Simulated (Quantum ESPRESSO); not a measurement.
## How the k mesh moves the magnetism of MnAu

Two starts of MnAu are run at each rung of the k mesh.

Method: PBEsol; plane waves with GBRV 1.5 PBEsol potentials, no spin-orbit coupling (settings of the first rung), in Quantum ESPRESSO 7.5.

### 1. Set-up

The structure is cubic, space group Pm-3m (No. 221). The conventional cell has a = 3.208 Å, b = 3.208 Å, c = 3.208 Å, α = 90.00°, β = 90.00°, γ = 90.00°. Mn has 8 Au at 2.78 Å nearest. Nearest to Au lie 8 Mn at 2.78 Å. Farther neighbours are not listed.

The cell comes from Materials Project 2023-11-01, a database of computed structures, and need not be the stable phase.

### 2. Rung 1, start ferro +

File pw.in:

```
&CONTROL
  calculation = 'scf'
  prefix = 'pwscf'
  outdir = './tmp'
  pseudo_dir = './pseudo'
  disk_io = 'nowf'
/
&SYSTEM
  ibrav = 0
  nat = 2
  ntyp = 2
  ecutwfc = 40
  ecutrho = 280
  nbnd = 22
  occupations = 'smearing'
  smearing = 'fd'
  degauss = 0.00999582
  nspin = 2
  starting_magnetization(1) = 0.2333
  starting_magnetization(2) = 0
/
&ELECTRONS
  conv_thr = 4d-09
  electron_maxstep = 150
  mixing_beta = 0.3
/
ATOMIC_SPECIES
Mn     54.9380 mn_pbesol_v1.5.uspp.F.UPF
Au    196.9666 au_pbesol_v1.uspp.F.UPF
CELL_PARAMETERS angstrom
   3.2077580700    0.0000000000    0.0000000000
   0.0000000000    3.2077580700    0.0000000000
   0.0000000000    0.0000000000    3.2077580700
ATOMIC_POSITIONS crystal
Mn      0.5000000000    0.5000000000    0.5000000000
Au      0.0000000000    0.0000000000    0.0000000000
K_POINTS automatic
4 4 4 0 0 0
```

Started as:

```
> OMP_NUM_THREADS=1 mpirun -n 2 pw.x -nk 2 -in pw.in > pw.out
```

Log:

```text
Program PWSCF v.7.5 starts

     Message from routine setup:
     using ibrav=0 with symmetry is DISCOURAGED, use correct ibrav instead

     K-points division:     npool     =       2
     Subspace diagonalization in iterative solution of the eigenvalue problem:

     bravais-lattice index     =            0
     lattice parameter (alat)  =       6.0618  a.u.
     unit-cell volume          =     222.7416 (a.u.)^3
     number of atoms/cell      =            2
     number of atomic types    =            2
     number of electrons       =        26.00
     number of Kohn-Sham states=           22
     kinetic-energy cutoff     =      40.0000  Ry
     charge density cutoff     =     280.0000  Ry
     scf convergence threshold =      4.0E-09
     mixing beta               =       0.3000
     number of iterations used =            8  plain     mixing
     Exchange-correlation= SLA  PW   PSX  PSC
                           (   1   4  10   8   0   0   0)

     celldm(1)=   6.061784  celldm(2)=   0.000000  celldm(3)=   0.000000
     celldm(4)=   0.000000  celldm(5)=   0.000000  celldm(6)=   0.000000

     crystal axes: (cart. coord. in units of alat)
               a(1) = (   1.000000   0.000000   0.000000 )
               a(2) = (   0.000000   1.000000   0.000000 )
               a(3) = (   0.000000   0.000000   1.000000 )

     reciprocal axes: (cart. coord. in units 2 pi/alat)
               b(1) = (  1.000000  0.000000  0.000000 )
               b(2) = (  0.000000  1.000000  0.000000 )
               b(3) = (  0.000000  0.000000  1.000000 )

     PseudoPot. # 1 for Mn read from file:
     mn_pbesol_v1.5.uspp.F.UPF
     Pseudo is Ultrasoft + core correction, Zval = 15.0

     PseudoPot. # 2 for Au read from file:
     au_pbesol_v1.uspp.F.UPF
     Pseudo is Ultrasoft + core correction, Zval = 11.0

     atomic species   valence    mass     pseudopotential
     Mn               15.00    54.93800     Mn( 1.00)
     Au               11.00   196.96660     Au( 1.00)

     Starting magnetic structure
     atomic species   magnetization
     Mn              0.233
     Au              0.000

     48 Sym. Ops., with inversion, found

   Cartesian axes

     site n.     atom                  positions (alat units)
         1        Mn     tau(   1) = (   0.5000000   0.5000000   0.5000000  )
         2        Au     tau(   2) = (   0.0000000   0.0000000   0.0000000  )

     number of k points=    10  Fermi-Dirac smearing, width (Ry)=  0.0100
                       cart. coord. in units 2pi/alat
        k(    1) = (   0.0000000   0.0000000   0.0000000), wk =   0.0156250
        k(    2) = (   0.0000000   0.0000000   0.2500000), wk =   0.0937500
        k(    3) = (   0.0000000   0.0000000  -0.5000000), wk =   0.0468750
        k(    4) = (   0.0000000   0.2500000   0.2500000), wk =   0.1875000
        k(    5) = (   0.0000000   0.2500000  -0.5000000), wk =   0.1875000
        [... 5 further k-points ...]

     Dense  grid:    17557 G-vectors     FFT dimensions: (  36,  36,  36)

     Smooth grid:     7521 G-vectors     FFT dimensions: (  25,  25,  25)

     Check: negative core charge=   -0.000025
     Generating pointlists ...
     new r_m :   0.3572 (alat units)  2.1655 (a.u.) for type    1
     new r_m :   0.3572 (alat units)  2.1655 (a.u.) for type    2

     Initial potential from superposition of free atoms

     starting charge      25.4998, renormalised to      26.0000
     Starting wfcs are   22 randomized atomic wfcs

     Self-consistent Calculation

     iteration #  1     ecut=    40.00 Ry     beta= 0.30
     Davidson diagonalization with overlap
     ethr =  1.00E-02,  avg # of iterations =  3.4

     total energy              =    -325.72438927 Ry
     estimated scf accuracy    <       0.62563932 Ry

     total magnetization       =     3.93 Bohr mag/cell
     absolute magnetization    =     3.95 Bohr mag/cell

     iteration #  2     ecut=    40.00 Ry     beta= 0.30
     Davidson diagonalization with overlap
     ethr =  2.41E-03,  avg # of iterations =  2.3

     total energy              =    -325.81480637 Ry
     estimated scf accuracy    <       0.02941976 Ry

     total magnetization       =     4.05 Bohr mag/cell
     absolute magnetization    =     4.09 Bohr mag/cell

     [... further iterations left out ...]

     iteration # 10     ecut=    40.00 Ry     beta= 0.30
     Davidson diagonalization with overlap
     ethr =  1.75E-09,  avg # of iterations =  1.6

     negative rho (up, down):  0.000E+00 3.040E-04

     total energy              =    -325.82734531 Ry
     estimated scf accuracy    <       0.00000008 Ry

     total magnetization       =     4.26 Bohr mag/cell
     absolute magnetization    =     4.35 Bohr mag/cell

     iteration # 11     ecut=    40.00 Ry     beta= 0.30
     Davidson diagonalization with overlap
     ethr =  3.22E-10,  avg # of iterations =  2.0

     negative rho (up, down):  0.000E+00 3.038E-04

     Magnetic moment per site  (integrated on atomic sphere of radius R)
     atom   1 (R=0.357)  charge= 13.5761  magn=  3.9983
     atom   2 (R=0.357)  charge=  9.1094  magn=  0.1302

     End of self-consistent calculation

     [... lines left out ...]
     the Fermi energy is    14.7095 ev

!    total energy              =    -325.82734534 Ry
     estimated scf accuracy    <          1.4E-09 Ry
     smearing contrib. (-TS)   =      -0.00526006 Ry
     internal energy E=F+TS    =    -325.82208528 Ry

     The total energy is F=E-TS. E is the sum of the following terms:
     one-electron contribution =    -102.90061900 Ry
     hartree contribution      =      71.00894590 Ry
     xc contribution           =     -88.32365492 Ry
     ewald contribution        =    -205.60675726 Ry

     total magnetization       =     4.26 Bohr mag/cell
     absolute magnetization    =     4.35 Bohr mag/cell

     convergence has been achieved in  11 iterations

=------------------------------------------------------------------------------=
   JOB DONE.
=------------------------------------------------------------------------------=
```

Wall time 6.9 s (2 MPI ranks of Arm Neoverse V1, shared host); peak memory 0.18 GiB; 14 s of CPU time.

Spin moment in the atom's sphere by atom:

```csv
atom,spin moment in the atom's sphere (μB)
Mn1,4.00
Au2,0.13
```

This step gave:

| Quantity | Value |
| --- | --- |
| magnetization | 4.264 μB |
| final state | ferromagnetic |

### 3. Rung 1, start antiferro q=(1/2,1/2,1/2) +-

The wavevector q is in fractions of the reciprocal vectors of the crystal's primitive cell, as the cells of these inputs are built from it; moments change sign between cells as cos(2π q·R).

File pw.in:

```
&CONTROL
  calculation = 'scf'
  prefix = 'pwscf'
  outdir = './tmp'
  pseudo_dir = './pseudo'
  disk_io = 'nowf'
/
&SYSTEM
  ibrav = 0
  nat = 4
  ntyp = 3
  ecutwfc = 40
  ecutrho = 280
  nbnd = 35
  occupations = 'smearing'
  smearing = 'fd'
  degauss = 0.00999582
  nspin = 2
  starting_magnetization(1) = 0.2333
  starting_magnetization(2) = -0.2333
  starting_magnetization(3) = 0
/
&ELECTRONS
  conv_thr = 8d-09
  electron_maxstep = 150
  mixing_beta = 0.3
/
ATOMIC_SPECIES
Mn1    54.9380 mn_pbesol_v1.5.uspp.F.UPF
Mn2    54.9380 mn_pbesol_v1.5.uspp.F.UPF
Au    196.9666 au_pbesol_v1.uspp.F.UPF
CELL_PARAMETERS angstrom
   6.4155161400    0.0000000000    0.0000000000
   3.2077580700    3.2077580700    0.0000000000
   3.2077580700    0.0000000000    3.2077580700
ATOMIC_POSITIONS crystal
Mn1     0.7500000000    0.5000000000    0.5000000000
Mn2     0.2500000000    0.5000000000    0.5000000000
Au      0.0000000000    0.0000000000    0.0000000000
Au      0.5000000000    0.0000000000    0.0000000000
K_POINTS automatic
2 4 4 0 0 0
```

Log:

```text
     [... lines left out ...]
Program PWSCF v.7.5 starts
     [... lines left out ...]
     number of atoms/cell      =            4
     [... lines left out ...]
     number of electrons       =        52.00
     number of Kohn-Sham states=           35
     kinetic-energy cutoff     =      40.0000  Ry
     charge density cutoff     =     280.0000  Ry
     scf convergence threshold =      8.0E-09
     [... lines left out ...]
     48 Sym. Ops., with inversion, found (24 have fractional translation)
     [... lines left out ...]
     number of k points=     6  Fermi-Dirac smearing, width (Ry)=  0.0100
     [... lines left out ...]
     iteration # 13     ecut=    40.00 Ry     beta= 0.30
     [... lines left out ...]
     Magnetic moment per site  (integrated on atomic sphere of radius R)
     atom   1 (R=0.179)  charge= 13.5729  magn=  3.9450
     atom   2 (R=0.179)  charge= 13.5729  magn= -3.9450
     atom   3 (R=0.179)  charge=  9.1080  magn= -0.0000
     atom   4 (R=0.179)  charge=  9.1080  magn= -0.0000
     [... lines left out ...]
     the Fermi energy is    14.4844 ev
!    total energy              =    -651.66674189 Ry
     estimated scf accuracy    <          1.9E-09 Ry
     smearing contrib. (-TS)   =      -0.00932900 Ry
     [... lines left out ...]
     total magnetization       =     0.00 Bohr mag/cell
     absolute magnetization    =     8.36 Bohr mag/cell
     convergence has been achieved in  13 iterations
```

Run time: 26 s. Hardware: 2 MPI ranks; peak memory 0.37 GiB; 52 s of CPU time.

Spin moment in the atom's sphere by atom:

```csv
atom,spin moment in the atom's sphere (μB)
Mn1,3.94
Mn2,-3.94
Au3,0.00
Au4,0.00
```

Numbers from this step:

```yaml
magnetization: 0 μB
final_state: antiferromagnetic
```

### 4. Rung 3, start ferro +

File pw.in:

```
&CONTROL
  calculation = 'scf'
  prefix = 'pwscf'
  outdir = './tmp'
  pseudo_dir = './pseudo'
  disk_io = 'nowf'
/
&SYSTEM
  ibrav = 0
  nat = 2
  ntyp = 2
  ecutwfc = 40
  ecutrho = 280
  nbnd = 22
  occupations = 'smearing'
  smearing = 'fd'
  degauss = 0.00999582
  nspin = 2
  starting_magnetization(1) = 0.2333
  starting_magnetization(2) = 0
/
&ELECTRONS
  conv_thr = 4d-09
  electron_maxstep = 150
  mixing_beta = 0.3
/
ATOMIC_SPECIES
Mn     54.9380 mn_pbesol_v1.5.uspp.F.UPF
Au    196.9666 au_pbesol_v1.uspp.F.UPF
CELL_PARAMETERS angstrom
   3.2077580700    0.0000000000    0.0000000000
   0.0000000000    3.2077580700    0.0000000000
   0.0000000000    0.0000000000    3.2077580700
ATOMIC_POSITIONS crystal
Mn      0.5000000000    0.5000000000    0.5000000000
Au      0.0000000000    0.0000000000    0.0000000000
K_POINTS automatic
6 6 6 0 0 0
```

Log:

```text
     [... lines left out ...]
Program PWSCF v.7.5 starts
     [... lines left out ...]
     number of atoms/cell      =            2
     [... lines left out ...]
     number of electrons       =        26.00
     number of Kohn-Sham states=           22
     kinetic-energy cutoff     =      40.0000  Ry
     charge density cutoff     =     280.0000  Ry
     scf convergence threshold =      4.0E-09
     [... lines left out ...]
     48 Sym. Ops., with inversion, found
     [... lines left out ...]
     number of k points=    20  Fermi-Dirac smearing, width (Ry)=  0.0100
     [... lines left out ...]
     iteration # 12     ecut=    40.00 Ry     beta= 0.30
     [... lines left out ...]
     Magnetic moment per site  (integrated on atomic sphere of radius R)
     atom   1 (R=0.357)  charge= 13.5932  magn=  3.8863
     atom   2 (R=0.357)  charge=  9.1090  magn=  0.0905
     [... lines left out ...]
     the Fermi energy is    14.6783 ev
!    total energy              =    -325.81888107 Ry
     estimated scf accuracy    <          9.2E-10 Ry
     smearing contrib. (-TS)   =      -0.00691178 Ry
     [... lines left out ...]
     total magnetization       =     4.08 Bohr mag/cell
     absolute magnetization    =     4.20 Bohr mag/cell
     convergence has been achieved in  12 iterations
```

Run time: 10 s. Hardware: 2 MPI ranks; peak memory 0.27 GiB.

Read from the output:

```
magnetization  : 4.083 μB
final state    : ferromagnetic
largest moment : 3.886 μB
```

### 5. Rung 3, start antiferro q=(1/2,1/2,1/2) +-

File pw.in:

```
&CONTROL
  calculation = 'scf'
  prefix = 'pwscf'
  outdir = './tmp'
  pseudo_dir = './pseudo'
  disk_io = 'nowf'
/
&SYSTEM
  ibrav = 0
  nat = 4
  ntyp = 3
  ecutwfc = 40
  ecutrho = 280
  nbnd = 35
  occupations = 'smearing'
  smearing = 'fd'
  degauss = 0.00999582
  nspin = 2
  starting_magnetization(1) = 0.2333
  starting_magnetization(2) = -0.2333
  starting_magnetization(3) = 0
/
&ELECTRONS
  conv_thr = 8d-09
  electron_maxstep = 150
  mixing_beta = 0.3
/
ATOMIC_SPECIES
Mn1    54.9380 mn_pbesol_v1.5.uspp.F.UPF
Mn2    54.9380 mn_pbesol_v1.5.uspp.F.UPF
Au    196.9666 au_pbesol_v1.uspp.F.UPF
CELL_PARAMETERS angstrom
   6.4155161400    0.0000000000    0.0000000000
   3.2077580700    3.2077580700    0.0000000000
   3.2077580700    0.0000000000    3.2077580700
ATOMIC_POSITIONS crystal
Mn1     0.7500000000    0.5000000000    0.5000000000
Mn2     0.2500000000    0.5000000000    0.5000000000
Au      0.0000000000    0.0000000000    0.0000000000
Au      0.5000000000    0.0000000000    0.0000000000
K_POINTS automatic
3 6 6 0 0 0
```

Log:

```text
     [... lines left out ...]
Program PWSCF v.7.5 starts
     [... lines left out ...]
     number of atoms/cell      =            4
     [... lines left out ...]
     number of electrons       =        52.00
     number of Kohn-Sham states=           35
     kinetic-energy cutoff     =      40.0000  Ry
     charge density cutoff     =     280.0000  Ry
     scf convergence threshold =      8.0E-09
     [... lines left out ...]
     48 Sym. Ops., with inversion, found (24 have fractional translation)
     [... lines left out ...]
     number of k points=    10  Fermi-Dirac smearing, width (Ry)=  0.0100
     [... lines left out ...]
     iteration # 13     ecut=    40.00 Ry     beta= 0.30
     [... lines left out ...]
     Magnetic moment per site  (integrated on atomic sphere of radius R)
     atom   1 (R=0.179)  charge= 13.5889  magn=  3.8911
     atom   2 (R=0.179)  charge= 13.5889  magn= -3.8911
     atom   3 (R=0.179)  charge=  9.1053  magn= -0.0000
     atom   4 (R=0.179)  charge=  9.1053  magn= -0.0000
     [... lines left out ...]
     the Fermi energy is    14.6652 ev
!    total energy              =    -651.65255994 Ry
     estimated scf accuracy    <          5.6E-09 Ry
     smearing contrib. (-TS)   =      -0.01239165 Ry
     [... lines left out ...]
     total magnetization       =     0.00 Bohr mag/cell
     absolute magnetization    =     8.26 Bohr mag/cell
     convergence has been achieved in  13 iterations
```

Elapsed: 35 s, on 2 MPI ranks; peak memory 0.38 GiB.

This step gave:

```
magnetization  : 0 μB
final state    : antiferromagnetic
largest moment : 3.891 μB
```

### 6. Rung 4, start ferro +

File pw.in:

```
&CONTROL
  calculation = 'scf'
  prefix = 'pwscf'
  outdir = './tmp'
  pseudo_dir = './pseudo'
  disk_io = 'nowf'
/
&SYSTEM
  ibrav = 0
  nat = 2
  ntyp = 2
  ecutwfc = 40
  ecutrho = 280
  nbnd = 22
  occupations = 'smearing'
  smearing = 'fd'
  degauss = 0.00999582
  nspin = 2
  starting_magnetization(1) = 0.2333
  starting_magnetization(2) = 0
/
&ELECTRONS
  conv_thr = 4d-09
  electron_maxstep = 150
  mixing_beta = 0.3
/
ATOMIC_SPECIES
Mn     54.9380 mn_pbesol_v1.5.uspp.F.UPF
Au    196.9666 au_pbesol_v1.uspp.F.UPF
CELL_PARAMETERS angstrom
   3.2077580700    0.0000000000    0.0000000000
   0.0000000000    3.2077580700    0.0000000000
   0.0000000000    0.0000000000    3.2077580700
ATOMIC_POSITIONS crystal
Mn      0.5000000000    0.5000000000    0.5000000000
Au      0.0000000000    0.0000000000    0.0000000000
K_POINTS automatic
8 8 8 0 0 0
```

Log:

```text
     [... lines left out ...]
Program PWSCF v.7.5 starts
     [... lines left out ...]
     number of atoms/cell      =            2
     [... lines left out ...]
     number of electrons       =        26.00
     number of Kohn-Sham states=           22
     kinetic-energy cutoff     =      40.0000  Ry
     charge density cutoff     =     280.0000  Ry
     scf convergence threshold =      4.0E-09
     [... lines left out ...]
     48 Sym. Ops., with inversion, found
     [... lines left out ...]
     number of k points=    35  Fermi-Dirac smearing, width (Ry)=  0.0100
     [... lines left out ...]
     iteration # 11     ecut=    40.00 Ry     beta= 0.30
     [... lines left out ...]
     Magnetic moment per site  (integrated on atomic sphere of radius R)
     atom   1 (R=0.357)  charge= 13.5902  magn=  3.8988
     atom   2 (R=0.357)  charge=  9.1097  magn=  0.0849
     [... lines left out ...]
     the Fermi energy is    14.6330 ev
!    total energy              =    -325.81880170 Ry
     estimated scf accuracy    <          1.7E-09 Ry
     smearing contrib. (-TS)   =      -0.00576970 Ry
     [... lines left out ...]
     total magnetization       =     4.08 Bohr mag/cell
     absolute magnetization    =     4.22 Bohr mag/cell
     convergence has been achieved in  11 iterations
```

Run time: 14 s. Hardware: 2 MPI ranks; peak memory 0.28 GiB; 27 s of CPU time.

This step gave:

```
magnetization  : 4.084 μB
final state    : ferromagnetic
largest moment : 3.899 μB
```

(Part 1 of 2 ends here.)

[Logs and program files are shortened in this print: banners, set-up blocks, solver, clock and traceback lines can be left out without a mark of their own.]

[Logs are printed without paths, hosts, clocks, repeated set-up lines and the standing remarks that a program may print on its own settings, such as how far it seeks lower states.]

[Hosts, paths, dates, database ids (printed as entryN), source tags and the programs' standing remarks are cut or masked in the printed files.]

[Where a cell is said to come from a database of computed structures, the database is the Materials Project.]
